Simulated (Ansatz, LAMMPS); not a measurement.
# Convergence of a linear-scaling basis for amorphous polythiophene (as short chains C30S7H20) at 400 K (114 atoms)

Aim: test how closely localised support functions follow the reference on amorphous polythiophene (as short chains C30S7H20) at 400 K (114 atoms), and at what cost. A setting counts as converged where the r.m.s. difference of forces stays under 1 % of the r.m.s. force.

Main program and level: Ansatz 0.2.0; Kohn-Sham DFT, PBE+D3(BJ), PAW (set soft_2), plane waves.

Report form: inputs, costs, results and the conclusion, without the logs.

## (1) The system as given

The cell holds 114 atoms: 60 C, 14 S and 40 H. Its edges and angles: a = 11.615 Å, b = 11.615 Å, c = 11.615 Å, α = 90.0°, β = 90.0°, γ = 90.0°. 2 polythiophene chains of 7 units with methyl end groups placed at random, at 1.28 g/cm³; overlaps pushed apart, then 20 ps at 800 K with MMFF94 bonds, angles, torsions, charges and radii (Halgren, J. Comput. Chem. 17, 490 (1996)) in harmonic and 12-6 forms. Snapshot after 30 ps at 400 K and fixed volume.

Before any run, some limits are plain. The network of contacts between molecules at the start is that of the classical potential that made the cell, and needn't be the one that DFT or experiment would give. The density was typed from a rule of thumb and may lie off the real one at this temperature. Only the Γ point is sampled, in a cell whose shortest periodic width is 12 Å.

## (2) How the cell was made

A classical potential makes the cell, at a small fraction of what the same run would cost in DFT.

This step: classical MD, MMFF94 bonds, angles, torsions, charges and radii (Halgren, J. Comput. Chem. 17, 490 (1996)) in harmonic and 12-6 forms; charges of ions scaled by 0.8 (LAMMPS 22 Jul 2025 - Update 4).

File in.lmp:

```
# amorphous polythiophene
units real
atom_style full
boundary p p p
bond_style harmonic
angle_style harmonic
dihedral_style opls
improper_style harmonic
special_bonds lj 0 0 0.5 coul 0 0 0.75
read_data data.lmp
neigh_modify delay 0 every 1 check yes one 4000
comm_modify cutoff 12.0
timestep 0.5
thermo_style custom step time temp pe press density
thermo_modify norm yes
# push overlapping molecules apart
pair_style soft 2.6
pair_coeff * * 0.0
variable a equal ramp(1,60)
fix ad all adapt 1 pair soft a * * v_a
velocity all create 800 828496 mom yes dist gaussian
fix lim all nve/limit 0.03
fix lan all langevin 800 800 50 828497 zero yes
thermo 1000
run 3000 post no
unfix ad
pair_style lj/cut/coul/long 9.0
pair_modify mix arithmetic tail yes
pair_coeff 1 1 0.0678 3.3680   # C
pair_coeff 2 2 0.0678 3.5860   # C
pair_coeff 3 3 0.2681 3.7370   # S
pair_coeff 4 4 0.0216 2.5400   # H
kspace_style pppm 1.0e-4
thermo 100
# [... 16 lines left out ...]
compute msd all msd com yes
thermo 7500
fix md all nvt temp 400 400 100
run 30000 post no
print "== T400: mean square displacement over the hold $(c_msd[4]:%.2f) A^2"
unfix md
uncompute msd
write_dump all custom T400.dump id type xs ys zs modify sort id
```

Run with:

```sh
$ lmp -in in.lmp -log none -nocite
```

Wall time 26 s (1 thread of Intel Xeon Platinum 8488C (Sapphire Rapids), shared host); peak memory 0.12 GiB.

The input also reads data.lmp (atoms, bonds and types; not printed here).

## (3) Plane-wave single point

The first run uses the default basis; a harder plane-wave run follows as the reference for the support functions.

File input.yaml:

```yaml
crystal:
  lattice:
    - [11.61522, 0.0, 0.0]
    - [0.0, 11.61522, 0.0]
    - [0.0, 0.0, 11.61522]
  atoms:
    - { symbol: C, position: [0.97325, 0.44883, 0.31515] }
    - { symbol: C, position: [0.94509, 0.45211, 0.19382] }
    - { symbol: C, position: [0.83488, 0.44208, 0.14573] }
    - { symbol: C, position: [0.83197, 0.46244, 0.02378] }
    - { symbol: C, position: [0.94154, 0.47974, 0.98718] }
    - { symbol: S, position: [0.04645, 0.44597, 0.08548] }
    - { symbol: C, position: [0.9661, 0.49522, 0.87054] }
    - { symbol: C, position: [0.90246, 0.44486, 0.78148] }
    - { symbol: C, position: [0.95722, 0.44328, 0.67252] }
    - { symbol: C, position: [0.06058, 0.49463, 0.67221] }
    - { symbol: S, position: [0.08241, 0.55692, 0.8088] }
    - { symbol: C, position: [0.1495, 0.50138, 0.5885] }
    - { symbol: C, position: [0.21776, 0.60009, 0.5563] }
    - { symbol: C, position: [0.29033, 0.57526, 0.46368] }
    - { symbol: C, position: [0.29334, 0.45446, 0.44757] }
    - { symbol: S, position: [0.1913, 0.38094, 0.52213] }
    - { symbol: C, position: [0.38251, 0.38906, 0.38952] }
    - { symbol: C, position: [0.37012, 0.35429, 0.27549] }
    - { symbol: C, position: [0.46528, 0.28304, 0.23538] }
    - { symbol: C, position: [0.5486, 0.28554, 0.32179] }
    - { symbol: S, position: [0.52044, 0.37528, 0.43103] }
    - { symbol: C, position: [0.65236, 0.22363, 0.32891] }
    - { symbol: C, position: [0.70462, 0.16874, 0.23863] }
    - { symbol: C, position: [0.80314, 0.10615, 0.27495] }
    - { symbol: C, position: [0.84106, 0.12614, 0.38537] }
    - { symbol: S, position: [0.74397, 0.21207, 0.44786] }
    - { symbol: C, position: [0.94403, 0.09426, 0.44566] }
    - { symbol: C, position: [0.96634, 0.11102, 0.56098] }
    - { symbol: C, position: [0.08969, 0.09247, 0.58074] }
    - { symbol: C, position: [0.13769, 0.02063, 0.49682] }
    - { symbol: S, position: [0.04817, 0.01047, 0.3811] }
    - { symbol: C, position: [0.25205, 0.97378, 0.49814] }
    - { symbol: C, position: [0.28936, 0.90774, 0.58523] }
    - { symbol: C, position: [0.40285, 0.86119, 0.5462] }
    - { symbol: C, position: [0.43686, 0.90573, 0.4412] }
    - { symbol: S, position: [0.32725, 0.98693, 0.37983] }
    - { symbol: C, position: [0.53916, 0.88213, 0.37234] }
    - { symbol: H, position: [0.99005, 0.35375, 0.33293] }
    - { symbol: H, position: [0.05008, 0.50073, 0.3445] }
    - { symbol: H, position: [0.89769, 0.47114, 0.3694] }
    - { symbol: H, position: [0.75706, 0.44723, 0.19996] }
    - { symbol: H, position: [0.75364, 0.46855, 0.97378] }
    - { symbol: H, position: [0.8231, 0.40116, 0.79967] }
    - { symbol: H, position: [0.91986, 0.40457, 0.59848] }
    - { symbol: H, position: [0.20612, 0.68766, 0.59492] }
    - { symbol: H, position: [0.34949, 0.63186, 0.40634] }
    - { symbol: H, position: [0.29968, 0.37403, 0.21964] }
    - { symbol: H, position: [0.46602, 0.23322, 0.15884] }
    - { symbol: H, position: [0.67447, 0.16886, 0.14707] }
    - { symbol: H, position: [0.85764, 0.04402, 0.22665] }
    - { symbol: H, position: [0.90407, 0.14394, 0.61914] }
    - { symbol: H, position: [0.12565, 0.09962, 0.66937] }
    - { symbol: H, position: [0.22793, 0.8811, 0.65215] }
    - { symbol: H, position: [0.44836, 0.79954, 0.60186] }
    - { symbol: H, position: [0.62431, 0.88248, 0.41314] }
    - { symbol: H, position: [0.52712, 0.79673, 0.34206] }
    - { symbol: H, position: [0.5325, 0.9425, 0.29446] }
    - { symbol: C, position: [0.20121, 0.27084, 0.8828] }
    - { symbol: C, position: [0.22165, 0.16823, 0.95247] }
    - { symbol: C, position: [0.18088, 0.13871, 0.06009] }
    - { symbol: C, position: [0.21882, 0.02651, 0.08845] }
    - { symbol: C, position: [0.27139, 0.9682, 0.99555] }
    - { symbol: S, position: [0.28385, 0.05845, 0.87571] }
    - { symbol: C, position: [0.3158, 0.85404, 0.99678] }
    - { symbol: C, position: [0.3429, 0.78299, 0.08926] }
    - { symbol: C, position: [0.37653, 0.66908, 0.05218] }
    - { symbol: C, position: [0.37992, 0.65538, 0.93533] }
    - { symbol: S, position: [0.34507, 0.78248, 0.86624] }
    - { symbol: C, position: [0.41592, 0.5523, 0.87854] }
    - { symbol: C, position: [0.3987, 0.52648, 0.76864] }
    - { symbol: C, position: [0.42978, 0.42078, 0.73188] }
    - { symbol: C, position: [0.48084, 0.3645, 0.8183] }
    - { symbol: S, position: [0.49391, 0.4415, 0.94448] }
    - { symbol: C, position: [0.52592, 0.24492, 0.80863] }
    - { symbol: C, position: [0.53062, 0.17553, 0.71894] }
    - { symbol: C, position: [0.60427, 0.07243, 0.73985] }
    - { symbol: C, position: [0.63835, 0.06253, 0.85165] }
    - { symbol: S, position: [0.5848, 0.18011, 0.92336] }
    [... 30 atom lines left out ...]
    - { symbol: H, position: [0.06866, 0.7485, 0.33576] }
    - { symbol: H, position: [0.00283, 0.77799, 0.51167] }
    - { symbol: H, position: [0.89109, 0.78124, 0.72722] }
    - { symbol: H, position: [0.75033, 0.65847, 0.81907] }
    - { symbol: H, position: [0.66307, 0.57348, 0.73436] }
    - { symbol: H, position: [0.61575, 0.7179, 0.75724] }
kpoints:
  mp_grid: { grid: [1, 1, 1] }
hamiltonian:
  xc: pbe
  dispersion: d3bj
scf:
  occupations: { method: fermi_dirac, width: 0.05 }
output:
  forces: true
  stress: true
  populations: true
  dos:
    method: { smearing: { sigma: 0.08 } }
    de: 0.1
    projected: { site_lists: { C: [C], H: [H], S: [S] } }
  eigenvalues: true
  write_density: true
  write_potential: true
  volumetric_format: npy
  elf: true
```

Run with:

```sh
$ ansatz run input.yaml --threads 8 --pin off --max-ram 15872MiB --backend cpu --events-out ev --progress --plain --runs-dir out
```

The job ended after 7.2 s (8 threads of Intel Xeon Platinum 8488C (Sapphire Rapids), shared host; peak memory 1.8 GiB).

The program notes that the exchange-correlation potential is rough where the density is thin.

Read from the output:

| Property | Result |
| --- | --- |
| free energy | -28315.6365 eV |
| free energy per atom | -248.3828 eV/atom |
| SCF cycles | 10 |
| pressure | 2.373 GPa |
| r.m.s. force component | 1.103 eV/Å |
| longest force | 4.37 eV/Å |
| Fermi energy | 2.381 eV |
| gap (highest filled to lowest empty level) | 1.727 eV |
| spilling of the projection | 0.01289 |

The r.m.s. force component of 1.1 eV/Å and the pressure of 2.4 GPa set the scale for the differences below.

## (4) Plane waves at 750 eV (750 eV)

The grid of the support functions holds more waves than the default cutoff, so they are judged against a harder plane-wave run.

input.yaml, the sections that differ from step 3:

```yaml
output:
  forces: true
  eigenvalues: true
basis:
  ecutwfc: "750 eV"
# crystal, kpoints, hamiltonian, scf: as in step 3
```

Elapsed: 7.4 s, on 8 threads; peak memory 3.6 GiB.

Forces differ from the reference by 3.8 meV/Å r.m.s., 0.34 % of their size, within a tolerance of 1 %; the energy by -2.9 meV/atom.

## (5) Support functions medium

The cell is solved in localised support functions. Besides, the program derives a nominal cutoff of 420 eV for this run, against the reference's 750.

This step: Kohn-Sham DFT, PBE+D3(BJ), PAW (set soft_2), localised support functions (medium) (Ansatz 0.2.0).

input.yaml, the sections that differ from step 4:

```yaml
scf:
  occupations: { method: fermi_dirac, width: 0.05 }
  eigensolver: { kind: { support_functions: { accuracy: medium } } }
  max_iter: 150
# crystal, kpoints, hamiltonian, output: as in step 4
# basis: removed
```

The job ended after 25 s (8 threads; peak memory 2.8 GiB; 3.1 min of CPU time).

The program notes that the band table was not solved further than the SCF left it and it switched symmetry off.

Keys that differ from the reference: basis.ecutwfc removed, support_functions.accuracy = "medium" and scf.max_iter = 150.

Forces differ from the reference by 0.52 meV/Å r.m.s., 0.047 % of their size, well within a tolerance of 1 %; the energy by -0.20 meV/atom. It took 3.3 times the reference's time (shared host, so rough).

## (6) Support functions low

With localised support functions most steps grow linearly with size, though the diagonalisation grows faster unless the density matrix is cut; this run measures error and cost at this size. Besides, the program derives a nominal cutoff of 420 eV for this run, against the reference's 750.

This step: Kohn-Sham DFT, PBE+D3(BJ), PAW (set soft_2), localised support functions (low) (Ansatz 0.2.0).

input.yaml, the sections that differ from step 5:

```yaml
scf:
  occupations: { method: fermi_dirac, width: 0.05 }
  eigensolver: { kind: { support_functions: { accuracy: low } } }
  max_iter: 150
# crystal, kpoints, hamiltonian, output: as in step 5
```

Wall time 23 s (8 threads); peak memory 2.8 GiB.

Keys that differ from the reference: basis.ecutwfc removed, support_functions.accuracy = "low" and scf.max_iter = 150.

Forces differ from the reference by 0.56 meV/Å r.m.s., 0.051 % of their size, well within a tolerance of 1 %; the energy by -0.20 meV/atom. It took 3.1 times the reference's time (shared host, so rough).

## (7) Support functions high

This step: Kohn-Sham DFT, PBE+D3(BJ), PAW (set soft_2), localised support functions (high) (Ansatz 0.2.0).

input.yaml, the sections that differ from step 6:

```yaml
scf:
  occupations: { method: fermi_dirac, width: 0.05 }
  eigensolver: { kind: { support_functions: { accuracy: high } } }
  max_iter: 150
# crystal, kpoints, hamiltonian, output: as in step 6
```

The job ended after 84 s (8 threads; peak memory 5.8 GiB).

Keys that differ from the reference: basis.ecutwfc removed, support_functions.accuracy = "high" and scf.max_iter = 150.

Forces differ from the reference by 0.33 meV/Å r.m.s., 0.03 % of their size, well within a tolerance of 1 %; the energy by -0.18 meV/atom. It took 11 times the reference's time (shared host, so rough).

## (8) Support functions medium, radius 3.56 Å

The radius confines each support function; a larger one gives more freedom and more work per atom. Besides, the program derives a nominal cutoff of 420 eV for this run, against the reference's 750.

This step: Kohn-Sham DFT, PBE+D3(BJ), PAW (set soft_2), localised support functions (medium) (Ansatz 0.2.0).

input.yaml, the sections that differ from step 7:

```yaml
scf:
  occupations: { method: fermi_dirac, width: 0.05 }
  eigensolver: { kind: { support_functions: { accuracy: medium, radius: 3.56 } } }
  max_iter: 150
# crystal, kpoints, hamiltonian, output: as in step 7
```

It took 24 s on 8 threads; peak memory 2.7 GiB.

Keys that differ from the reference: basis.ecutwfc removed, support_functions.accuracy = "medium", support_functions.radius = 3.56 and scf.max_iter = 150.

Forces differ from the reference by 0.55 meV/Å r.m.s., 0.05 % of their size, well within a tolerance of 1 %; the energy by -0.20 meV/atom. It took 3.2 times the reference's time (shared host, so rough).

## (9) Support functions medium, radius 3.85 Å

input.yaml, the sections that differ from step 8:

```yaml
scf:
  occupations: { method: fermi_dirac, width: 0.05 }
  eigensolver: { kind: { support_functions: { accuracy: medium, radius: 3.85 } } }
  max_iter: 150
# crystal, kpoints, hamiltonian, output: as in step 8
```

Wall time 26 s (8 threads); peak memory 3 GiB.

Keys that differ from the reference: basis.ecutwfc removed, support_functions.accuracy = "medium", support_functions.radius = 3.85 and scf.max_iter = 150.

Forces differ from the reference by 0.51 meV/Å r.m.s., 0.046 % of their size, well within a tolerance of 1 %; the energy by -0.20 meV/atom. It took 3.6 times the reference's time (shared host, so rough).

## (10) Support functions medium, radius 4.11 Å

input.yaml, the sections that differ from step 9:

```yaml
scf:
  occupations: { method: fermi_dirac, width: 0.05 }
  eigensolver: { kind: { support_functions: { accuracy: medium, radius: 4.11 } } }
  max_iter: 150
# crystal, kpoints, hamiltonian, output: as in step 9
```

The job ended after 30 s (8 threads; peak memory 3.2 GiB).

Keys that differ from the reference: basis.ecutwfc removed, support_functions.accuracy = "medium", support_functions.radius = 4.11 and scf.max_iter = 150.

Forces differ from the reference by 0.50 meV/Å r.m.s., 0.045 % of their size, well within a tolerance of 1 %; the energy by -0.20 meV/atom. It took 4.1 times the reference's time (shared host, so rough).

## (11) Support functions medium, radius 4.4 Å

input.yaml, the sections that differ from step 10:

```yaml
scf:
  occupations: { method: fermi_dirac, width: 0.05 }
  eigensolver: { kind: { support_functions: { accuracy: medium, radius: 4.4 } } }
  max_iter: 150
# crystal, kpoints, hamiltonian, output: as in step 10
```

It took 36 s on 8 threads; peak memory 3.6 GiB.

Keys that differ from the reference: basis.ecutwfc removed, support_functions.accuracy = "medium", support_functions.radius = 4.4 and scf.max_iter = 150.

Forces differ from the reference by 0.48 meV/Å r.m.s., 0.044 % of their size, well within a tolerance of 1 %; the energy by -0.20 meV/atom. It took 4.9 times the reference's time (shared host, so rough).

## (12) Support functions medium, radius 4.95 Å

input.yaml, the sections that differ from step 11:

```yaml
scf:
  occupations: { method: fermi_dirac, width: 0.05 }
  eigensolver: { kind: { support_functions: { accuracy: medium, radius: 4.95 } } }
  max_iter: 150
# crystal, kpoints, hamiltonian, output: as in step 11
```

Elapsed: 52 s, on 8 threads; peak memory 4.6 GiB; 6.7 min of CPU time.

Keys that differ from the reference: basis.ecutwfc removed, support_functions.accuracy = "medium", support_functions.radius = 4.95 and scf.max_iter = 150.

Forces differ from the reference by 0.47 meV/Å r.m.s., 0.043 % of their size, well within a tolerance of 1 %; the energy by -0.20 meV/atom. It took 7.1 times the reference's time (shared host, so rough).

## (13) Support functions medium, radius 5.5 Å

input.yaml, the sections that differ from step 12:

```yaml
scf:
  occupations: { method: fermi_dirac, width: 0.05 }
  eigensolver: { kind: { support_functions: { accuracy: medium, radius: 5.5 } } }
  max_iter: 150
# crystal, kpoints, hamiltonian, output: as in step 12
```

Elapsed: 83 s, on 8 threads; peak memory 5.6 GiB.

Keys that differ from the reference: basis.ecutwfc removed, support_functions.accuracy = "medium", support_functions.radius = 5.5 and scf.max_iter = 150.

Forces differ from the reference by 0.47 meV/Å r.m.s., 0.043 % of their size, well within a tolerance of 1 %; the energy by -0.20 meV/atom. It took 11 times the reference's time (shared host, so rough).

## (14) Support functions medium, radius 3.12 Å

The radius confines each support function; a larger one gives more freedom and more work per atom.

input.yaml, the sections that differ from step 13:

```yaml
scf:
  occupations: { method: fermi_dirac, width: 0.05 }
  eigensolver: { kind: { support_functions: { accuracy: medium, radius: 3.12 } } }
  max_iter: 150
# crystal, kpoints, hamiltonian, output: as in step 13
```

Elapsed: 0.94 s, on 8 threads; peak memory 0.31 GiB; 3.9 s of CPU time.

The program refuses radii under 3.49 Å for these atoms at this level.

(Part 1 of 2 ends here.)

[Long decimals in the printed logs are rounded to 6 places.]

[Logs are printed without paths, hosts, clocks, repeated set-up lines and the standing remarks that a program may print on its own settings, such as how far it seeks lower states.]

[Hosts, paths, dates, database ids (printed as entryN), source tags and the programs' standing remarks are cut or masked in the printed files.]

[The MMFF94 radii named for the starting cell were scaled by 0.96; in molecules described by MMFF94, hydrogen bound to N, O or S took a small fixed 12-6 site in their place.]
